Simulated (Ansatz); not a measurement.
# Structural relaxation of BH7C4N2O2F2 (P2_1/c) (144 atoms)

Wanted: the relaxed structure of BH7C4N2O2F2 (P2_1/c) (144 atoms) and its electronic structure.

Program: Ansatz 0.2.0. Level of theory: Kohn-Sham DFT, PBE+D4, PAW (set soft_2), plane waves. Results are calculated unless marked as measured.

### Step 1. The structure

The cell holds 144 atoms: 8 B, 56 H, 32 C, 16 N, 16 O and 16 F. Its edges and angles: a = 13.453 Å, b = 13.548 Å, c = 8.879 Å, α = 90.0°, β = 121.7°, γ = 90.0°. It derives from BH7C4N2O2F2 (P2_1/c), repeated 2×1×1. BH7C4N2O2F2, space group P2_1/c, structure from the Crystallography Open Database, 2 x 1 x 1 conventional cells; positions as listed.

What the set-up can't give: Sampling is at Γ alone, for a cell whose shortest periodic width is 8 Å.

### Step 2. Single point at the start

The forces at the start show how far the geometry lies from a minimum of this functional.

input.yaml reads:

```yaml
crystal:
  lattice:
    - [13.4532, 0.0, 0.0]
    - [0.0, 13.5479, 0.0]
    - [-4.6659, 0.0, 7.55385]
  atoms:
    - { symbol: B, position: [0.08342, 0.8476, 0.21015] }
    - { symbol: B, position: [0.41658, 0.3476, 0.28985] }
    - { symbol: B, position: [0.41657, 0.1524, 0.78985] }
    - { symbol: B, position: [0.08343, 0.6524, 0.71015] }
    - { symbol: H, position: [0.0248, 0.9523, 0.6483] }
    - { symbol: H, position: [0.4752, 0.4523, 0.8517] }
    - { symbol: H, position: [0.4752, 0.0477, 0.3517] }
    - { symbol: H, position: [0.0248, 0.5477, 0.1483] }
    - { symbol: H, position: [0.38675, 0.9458, 0.5116] }
    - { symbol: H, position: [0.11325, 0.4458, 0.9884] }
    - { symbol: H, position: [0.11325, 0.0542, 0.4884] }
    - { symbol: H, position: [0.38675, 0.5542, 0.0116] }
    - { symbol: H, position: [0.4687, 0.8545, 0.5331] }
    - { symbol: H, position: [0.0313, 0.3545, 0.9669] }
    - { symbol: H, position: [0.0313, 0.1455, 0.4669] }
    - { symbol: H, position: [0.4687, 0.6455, 0.0331] }
    - { symbol: H, position: [0.3348, 0.7793, 0.7703] }
    - { symbol: H, position: [0.1652, 0.2793, 0.7297] }
    - { symbol: H, position: [0.1652, 0.2207, 0.2297] }
    - { symbol: H, position: [0.3348, 0.7207, 0.2703] }
    - { symbol: H, position: [0.30775, 0.7784, 0.5719] }
    - { symbol: H, position: [0.19225, 0.2784, 0.9281] }
    - { symbol: H, position: [0.19225, 0.2216, 0.4281] }
    - { symbol: H, position: [0.30775, 0.7216, 0.0719] }
    - { symbol: H, position: [0.26895, 0.8708, 0.6417] }
    - { symbol: H, position: [0.23105, 0.3708, 0.8583] }
    - { symbol: H, position: [0.23105, 0.1292, 0.3583] }
    - { symbol: H, position: [0.26895, 0.6292, 0.1417] }
    - { symbol: H, position: [0.1593, 0.9331, 0.8943] }
    - { symbol: H, position: [0.3407, 0.4331, 0.6057] }
    - { symbol: H, position: [0.3407, 0.0669, 0.1057] }
    - { symbol: H, position: [0.1593, 0.5669, 0.3943] }
    [... 106 atom lines left out ...]
    - { symbol: F, position: [0.97207, 0.14193, 0.69872] }
    - { symbol: F, position: [0.52793, 0.64193, 0.80128] }
    - { symbol: F, position: [0.64478, 0.75978, 0.25225] }
    - { symbol: F, position: [0.85522, 0.25978, 0.24775] }
    - { symbol: F, position: [0.85522, 0.24022, 0.74775] }
    - { symbol: F, position: [0.64478, 0.74022, 0.75225] }
kpoints:
  mp_grid: { grid: [1, 1, 1] }
hamiltonian:
  xc: pbe
  dispersion: d4
scf:
  occupations: { method: fixed }
output:
  forces: true
  stress: true
  populations: intrinsic
  dos:
    method: { smearing: { sigma: 0.08 } }
    de: 0.1
    projected: { site_lists: { B: [B], C: [C], F: [F], H: [H], "N": ["N"] } }
  eigenvalues: true
```

Launch:

```sh
> ansatz run input.yaml --threads 4 --pin off --max-ram 8192MiB --backend cpu --events-out ev --progress --plain --runs-dir out
```

Numbers of over 12 decimals in the logs are rounded to 6 here.

What it wrote:

```text
Warning: the atoms were moved onto the symmetric positions of the space group found under crystal.symmetry.tolerance 1.0e-5 (fractional; no operation is sought that the atoms, as they stand in a round, miss by more than twice it, and no atom is moved by as much as it), and the run uses the moved positions. [...]
Engine: ansatz 0.2.0, aarch64-unknown-linux-gnu
Pseudopotentials: kind: paw
Pseudopotential: B, paw, valence charge 3, recommended cutoff 420 eV (normal), B.paw.azcp
Pseudopotential: H, paw, valence charge 1, recommended cutoff 420 eV (normal), H.paw.azcp
Pseudopotential: C, paw, valence charge 4, recommended cutoff 420 eV (normal), C.paw.azcp
Pseudopotential: N, paw, valence charge 5, recommended cutoff 420 eV (normal), N.paw.azcp
Pseudopotential: O, paw, valence charge 6, recommended cutoff 420 eV (normal), O.paw.azcp
Pseudopotential: F, paw, valence charge 7, recommended cutoff 420 eV (normal), F.paw.azcp
Functional definition: PBE
  parameter kappa = 0.804
  parameter beta = 0.066725
  exchange = pbe_x(kappa = kappa, mu = beta*pi^2/3)
  correlation = pbe_c(beta = beta)
Crystal: 144 atoms, lattice volume = 1376.784 Å³
Basis set: ecut = 420 eV, 26881 PW (Γ), exchange–correlation on 180×192×120 points (8 copies of the dense FFT grid, shifted against one another)
Bands: 392, of which v1, the nominal top of the filled ones, is band 248 counted from 1 (247 counted from 0)
Symmetry: 8 space group operations
Space group: P21/c (ITA 14), of the structure as read, at distance tolerance 1.1e-4 Å
k-points: 1
Non-local potential: B, projectors of the file, l = 0: 2, l = 1: 2, l = 2: 1
Non-local potential: H, projectors of the file, l = 0: 2, l = 1: 1
Non-local potential: C, projectors of the file, l = 0: 2, l = 1: 2, l = 2: 1
Non-local potential: N, projectors of the file, l = 0: 2, l = 1: 2, l = 2: 1
Non-local potential: O, projectors of the file, l = 0: 2, l = 1: 2, l = 2: 1
Non-local potential: F, projectors of the file, l = 0: 2, l = 1: 2, l = 2: 1
PAW form: soft (Blöchl's): semilocal exchange-correlation on the pseudo side does not see the compensation charge
PAW one-centre angular grid: B, 110 points (default); XC on 64 Gauss nodes
PAW one-centre angular grid: H, 110 points (default); XC on 64 Gauss nodes
PAW one-centre angular grid: C, 110 points (default); XC on 64 Gauss nodes
PAW one-centre angular grid: N, 110 points (default); XC on 64 Gauss nodes
PAW one-centre angular grid: O, 110 points (default); XC on 64 Gauss nodes
PAW one-centre angular grid: F, 110 points (default); XC on 64 Gauss nodes
Initial density: superposition of atomic densities (neutral atoms: chi_scale 0, normalization atom), corrected by the library's trained network
Initial wavefunctions: pseudopotential atomic-orbital guess
Functional: x = pbe(κ = 0.804, μ = 0.219515), c = pbe(β = 0.066725)
SCF iter   1: F=—  HF=-38330.071033 eV  |F-HF|=—  |Δ(HF+E_count)|=         —  Δρ=7.18e-3  dr2=9.02e-1  ethr=1.77e-3  ⟨swp⟩=5.0  Hψ=1375  notcnv=0  defer=138
preconditioner: auto → Resta (q_TF=auto, 2.301 Å⁻¹)  ε∞=2.5  [insulator: Δε(μ)=3.026 eV  Ē_g=17.966 eV  n_scr=272 (ndim 8)  ℏωp=22.3 eV  f_vac=0.202  ε∞_Penn≈2.5]
SCF iter   2: F=—  HF=-38329.833314 eV  |F-HF|=—  |Δ(HF+E_count)|=   2.38e-1  Δρ=3.69e-3  dr2=1.51e-1  ethr=1.82e-4  ⟨swp⟩=3.0  Hψ=685  notcnv=0  defer=142
SCF iter   3: F=—  HF=-38329.804170 eV  |F-HF|=—  |Δ(HF+E_count)|=   2.91e-2  Δρ=1.77e-3  dr2=5.01e-2  ethr=3.05e-5  ⟨swp⟩=2.0  Hψ=466  notcnv=0  defer=142
SCF iter   4: F=—  HF=-38329.797338 eV  |F-HF|=—  |Δ(HF+E_count)|=   6.83e-3  Δρ=6.09e-4  dr2=4.81e-3  ethr=1.01e-5  ⟨swp⟩=2.0  Hψ=466  notcnv=0  defer=142
SCF iter   5: F=—  HF=-38329.797754 eV  |F-HF|=—  |Δ(HF+E_count)|=   4.16e-4  Δρ=2.07e-4  dr2=5.44e-4  ethr=9.70e-7  ⟨swp⟩=2.0  Hψ=474  notcnv=0  defer=142
SCF iter   6: F=—  HF=-38329.797838 eV  |F-HF|=—  |Δ(HF+E_count)|=   8.44e-5  Δρ=1.17e-4  dr2=1.66e-4  ethr=1.10e-7  ⟨swp⟩=2.0  Hψ=488  notcnv=0  defer=136
SCF iter   7: F=—  HF=-38329.797844 eV  |F-HF|=—  |Δ(HF+E_count)|=   5.66e-6  Δρ=2.81e-5  dr2=8.85e-6  ethr=3.35e-8  ⟨swp⟩=2.0  Hψ=488  notcnv=0  defer=136
SCF iter   8: F=—  HF=-38329.799437 eV  |F-HF|=—  |Δ(HF+E_count)|=   1.59e-3  Δρ=1.30e-5  dr2=1.50e-6  ethr=1.78e-9  ⟨swp⟩=2.0  Hψ=504  notcnv=0  defer=136
SCF iter   9: F=-38329.799437 eV  HF=-38329.799437 eV  |F-HF|=1.52e-7  |Δ(HF+E_count)|=   6.66e-7  Δρ=3.17e-6  dr2=9.99e-8  ethr=2.02e-11  ⟨swp⟩=18.0  Hψ=3568  notcnv=0
SCF 1 converged in 9 iterations: F = -38329.799437 eV  dr2 = 9.99e-8
  greatest PAW one-centre occupation: 0.930 electrons in one spin orbital (limit 2), on the F atom at site 139 (counted from 0), in its partial waves of l = 0
SCF converged after 9 iterations
Free energy (F): -38329.799437 eV
Harris-Foulkes:  -38329.799437 eV  (|F-HF|=1.52e-7)
Internal energy: -38329.799437 eV  (E = F + TS)
E sigma→0 (E₀):  -38329.799437 eV
Fermi energy:    0.461190 eV
--- Per-component energies (eV) ---
  E_band       = -3913.715038
  E_kinetic    = 12492.514734
  E_local      = -39992.293651  (includes V_loc(G=0)·N_el)
  E_nonlocal   = 3795.586389
  E_hartree    = 14642.293820
  E_xc         = -5731.783055
  E_vxc        = -7238.314361  (∫ρ·V_xc dr)
  E_paw        = -11648.787534  (= ΣΔE_a)
  E_vpaw       = -2255.764078  (= ΣTr[D̂ρ^β])
  E_aug_tail   = -0.013984  (compensation charges beyond the density's cutoff)
  E_ewald      = -11878.132528
  E_disp       = -9.183629  (pairwise vdW)
  E_smearing   = -0.000000  (= −TS)
  E_closure    = -0.000000  (closes the sum)
  Σ components = -38329.799437   (vs F -38329.799437, Δ=0.00e0)
--- Forces (eV/Å), atoms counted from 1 ---
  atom   1  B     -0.02166371     0.05723102    -0.35176934
  atom   2  B      0.02166371     0.05723102     0.35176934
  atom   3  B      0.02166371    -0.05723102     0.35176934
  atom   4  B     -0.02166371    -0.05723102    -0.35176934
  atom   5  H      3.47512543     3.13987769     2.02785816
  atom   6  H     -3.47512543     3.13987769    -2.02785816
  atom   7  H     -3.47512543    -3.13987769    -2.02785816
  atom   8  H      3.47512543    -3.13987769     2.02785816
  atom   9  H     -3.12593343     2.68952966    -3.23487664
  atom  10  H      3.12593343     2.68952966     3.23487664
  atom  11  H      3.12593343    -2.68952966     3.23487664
  atom  12  H     -3.12593343    -2.68952966    -3.23487664
  atom  13  H      2.35881570    -3.97764080    -2.46118101
  atom  14  H     -2.35881570    -3.97764080     2.46118101
[...]
atom 143  F     -0.41299513     0.59257394    -0.18089361
  atom 144  F      0.41299513     0.59257394     0.18089361
  max |Σ_I F_I| component: 4.66e-15 eV/Å
--- Stress (GPa, compression-positive) ---
       13.029141       0.000000      -2.316056
        0.000000      12.480854      -0.000000
       -2.316053      -0.000000      14.233888
  P = ⅓ Tr σ = 13.2480 GPa (132.480 kbar)
--- Band table (eV) ---
  k-point 0: bands = ["-23.1993", "-23.1974", "-23.1952", "-23.1939", [... 376 levels ...], "13.1587", "13.1623", "13.2124", "13.2281", "13.2367", "13.3597", "13.4262", "13.4346", "13.4395", "13.4617", "13.4685", "13.4820"]
--- intrinsic populations: 144 sites ---
  site symbol       q [e]
     0      B      2.2801
     1      B      2.2801
     2      B      2.2801
[...]
143      F      7.4138
  spilling = 0.000000 (of n_electrons = 496.000000)
```

It took 44 s on 4 threads of Arm Neoverse N1, shared host; peak memory 1.9 GiB; 2.8 min of CPU time.

Reading the cycles: dr2 is the Hartree energy of the density residual (eV), the measure of convergence; HF is the Harris–Foulkes estimate of the energy, which meets the free energy F at convergence.

The program notes that positions were snapped to a detected symmetry.

The run gave:

| Property | Result |
| --- | --- |
| free energy | -38329.7994 eV |
| free energy per atom | -266.1792 eV/atom |
| SCF cycles | 9 |
| pressure | 13.25 GPa |
| r.m.s. force component | 2.39 eV/Å |
| longest force | 7.061 eV/Å |
| Fermi energy | 0.4612 eV |
| gap (highest filled to lowest empty level) | 3.032 eV |

The r.m.s. force component of 2.4 eV/Å and the pressure of 13 GPa set the starting point.

Neighbours are counted within 1.34 Å (H-C), 1.85 Å (C-C), 1.62 Å (C-N), 1.68 Å (C-O), 1.72 Å (F-B), 1.55 Å (N-O), 1.83 Å (O-B).

Length of the force by element and coordination:

```
element  coordination  atoms  mean length of the force (eV/Å)  spread  least   most
      B           all      8                            0.357       0  0.357  0.357
      C           all     32                             4.36    2.05   1.05   6.67
      C             3     16                             3.86    2.81   1.05   6.67
      C             4     16                             4.85  0.0463   4.81    4.9
      F           all     16                            0.773  0.0287  0.745  0.802
      H           all     56                             5.46   0.659   5.07   7.06
      N           all     16                             1.02   0.119  0.904   1.14
      N             2      8                            0.904       0  0.904  0.904
      N             3      8                             1.14       0   1.14   1.14
      O           all     16                            0.615   0.197  0.417  0.812
```

### Step 3. Relaxation

The atoms are relaxed in the fixed cell, aiming at the force tolerance of the input.

input.yaml, the sections that differ from step 2:

```yaml
output:
  forces: true
relax:
  f_tol: 0.05
  max_steps: 200
# crystal, kpoints, hamiltonian, scf: as in step 2
```

What it wrote:

```text
[...]
Crystal: 144 atoms, lattice volume = 1376.784 Å³
Basis set: ecut = 420 eV, 26881 PW (Γ), exchange–correlation on 180×192×120 points (8 copies of the dense FFT grid, shifted against one another)
Bands: 392, of which v1, the nominal top of the filled ones, is band 248 counted from 1 (247 counted from 0)
Symmetry: 8 space group operations
[...]
k-points: 1
[...]
SCF iter   1: F=—  HF=-38330.073580 eV  |F-HF|=—  |Δ(HF+E_count)|=         —  Δρ=7.17e-3  dr2=9.05e-1  ethr=1.77e-3  ⟨swp⟩=5.0  Hψ=1234  notcnv=0  defer=137
[...]
SCF iter   3: F=—  HF=-38329.804046 eV  |F-HF|=—  |Δ(HF+E_count)|=   2.92e-2  Δρ=1.76e-3  dr2=4.95e-2  ethr=3.03e-5  ⟨swp⟩=3.0  Hψ=468  notcnv=0  defer=73
automatic band count: iteration 3 solves 323 bands in place of 392: the levels show a gap, and the empty bands left out lie too high to hold charge; the band table lists the bands solved (type scf.n_extra_bands for more)
SCF iter   4: F=—  HF=-38329.798879 eV  |F-HF|=—  |Δ(HF+E_count)|=   5.17e-3  Δρ=6.10e-4  dr2=4.81e-3  ethr=9.99e-6  ⟨swp⟩=3.0  Hψ=468  notcnv=0  defer=73
[...]
SCF iter   7: F=-38329.799434 eV  HF=-38329.799431 eV  |F-HF|=3.39e-6  |Δ(HF+E_count)|=   4.11e-6  Δρ=2.85e-5  dr2=9.04e-6  ethr=1.26e-8  ⟨swp⟩=3.0  Hψ=1064  notcnv=0
SCF 1 converged in 7 iterations: F = -38329.799434 eV  dr2 = 9.04e-6
[...]
relax step   1: F+E_penalty+E_count = -38329.79943438 eV  Δ(F+E_penalty+E_count) = +0.000e0 eV  max|allowed force component| = 5.571e0 eV/Å  Δτ_max = 0.0000 Å  (7 SCF iters, dr2 threshold 6.25e-5 eV, accepted)
[... from here on, the SCF cycles and remarks between the steps are left out ...]
relax step   2: F+E_penalty+E_count = -38345.06822536 eV  Δ(F+E_penalty+E_count) = -1.527e1 eV  max|allowed force component| = 1.374e0 eV/Å  Δτ_max = 0.1075 Å  (7 SCF iters, dr2 threshold 1.00e-4 eV, accepted)
relax step   3: F+E_penalty+E_count = -38346.30495007 eV  Δ(F+E_penalty+E_count) = -1.237e0 eV  max|allowed force component| = 4.527e-1 eV/Å  Δτ_max = 0.1116 Å  (7 SCF iters, dr2 threshold 1.00e-4 eV, accepted)
relax step   4: F+E_penalty+E_count = -38346.01161152 eV  Δ(F+E_penalty+E_count) = +2.933e-1 eV  max|allowed force component| = 7.548e-1 eV/Å  Δτ_max = 0.1856 Å  (8 SCF iters, dr2 threshold 1.28e-5 eV, rejected (line search))
relax step   5: F+E_penalty+E_count = -38346.39234243 eV  Δ(F+E_penalty+E_count) = -8.739e-2 eV  max|allowed force component| = 7.976e-2 eV/Å  Δτ_max = 0.0887 Å  (10 SCF iters, accepted)
relax step   6: F+E_penalty+E_count = -38346.39876271 eV  Δ(F+E_penalty+E_count) = -6.420e-3 eV  max|allowed force component| = 1.331e-1 eV/Å  Δτ_max = 0.0418 Å  (9 SCF iters, accepted)
relax step   7: F+E_penalty+E_count = -38346.43104841 eV  Δ(F+E_penalty+E_count) = -3.229e-2 eV  max|allowed force component| = 7.262e-2 eV/Å  Δτ_max = 0.0548 Å  (9 SCF iters, accepted)
relax step   8: F+E_penalty+E_count = -38346.43540493 eV  Δ(F+E_penalty+E_count) = -4.357e-3 eV  max|allowed force component| = 1.366e-2 eV/Å  Δτ_max = 0.0092 Å  (8 SCF iters, accepted)
SCF converged after 8 iterations
Free energy (F): -38346.435405 eV
[...]
Internal energy: -38346.435405 eV  (E = F + TS)
E sigma→0 (E₀):  -38346.435405 eV
Fermi energy:    0.517374 eV
[...]
--- Forces (eV/Å), atoms counted from 1 ---
  atom   1  B     -0.00874381    -0.01285878     0.00406754
  atom   2  B      0.00874381    -0.01285878    -0.00406754
  atom   3  B      0.00874381     0.01285878    -0.00406754
  atom   4  B     -0.00874381     0.01285878     0.00406754
  atom   5  H     -0.00025060     0.00072255     0.00139428
  atom   6  H      0.00025060     0.00072255    -0.00139428
  atom   7  H      0.00025060    -0.00072255    -0.00139428
  atom   8  H     -0.00025060    -0.00072255     0.00139428
  atom   9  H     -0.00026747    -0.00295490     0.00219347
  atom  10  H      0.00026747    -0.00295490    -0.00219347
  atom  11  H      0.00026747     0.00295490    -0.00219347
  atom  12  H     -0.00026747     0.00295490     0.00219347
  atom  13  H     -0.00040219    -0.00151518     0.00750285
  atom  14  H      0.00040219    -0.00151518    -0.00750285
[...]
atom 143  F      0.00258023    -0.00830956     0.00111060
  atom 144  F     -0.00258023    -0.00830956    -0.00111060
  max |Σ_I F_I| component: 1.08e-17 eV/Å
--- Relaxed structure (8 steps of the walk, 7 accepted, 0 SCFs on fresh bases) ---
  F+E_penalty+E_count = -38346.43540493 eV   max|allowed force component| = 1.366e-2 eV/Å
  atoms:
    - { symbol: B, position: [0.089295, 0.848561, 0.220162] }
    - { symbol: B, position: [0.410705, 0.348561, 0.279838] }
    - { symbol: B, position: [0.410705, 0.151439, 0.779838] }
    - { symbol: B, position: [0.089295, 0.651439, 0.720162] }
[...]
- { symbol: F, position: [0.649909, 0.740977, 0.760100] }
```

Run time: 3.1 min. Hardware: 4 threads; peak memory 1.8 GiB; 12 min of CPU time.

The steps of the relaxation:

```
step  energy less that of the first step (eV)  largest force component (eV/Å)
   1                                   0.0000                          5.5713
   2                                 -15.2688                          1.3743
   3                                 -16.5055                          0.4527
   4                                 -16.2122                          0.7548
   5                                 -16.5929                          0.0798
   6                                 -16.5993                          0.1331
   7                                 -16.6316                          0.0726
   8                                 -16.6360                          0.0137
```

Relaxation step 4 was tried and not accepted.

The run keeps the 8 symmetry operations that it works with, so distortions that break them were not tested.

The atoms that moved most (Å):

```
atom      dx      dy      dz  length
 H31  -0.116  -0.171   0.008   0.207
H103  -0.116  -0.171   0.008   0.207
H102  -0.116   0.171   0.008   0.207
 H30  -0.116   0.171   0.008   0.207
H104   0.116  -0.171  -0.008   0.207
H101   0.116   0.171  -0.008   0.207
 H32   0.116  -0.171  -0.008   0.207
 H29   0.116   0.171  -0.008   0.207
```

The relaxation changed the energy by -116 meV/atom, and atoms moved by 0.11 Å r.m.s., 0.21 Å at most.

(Part 1 of 2 ends here.)

[Logs are printed without paths, hosts, clocks, repeated set-up lines and the standing remarks that a program may print on its own settings, such as how far it seeks lower states.]

[Hosts, paths, dates, database ids (printed as entryN), source tags and the programs' standing remarks are cut or masked in the printed files.]
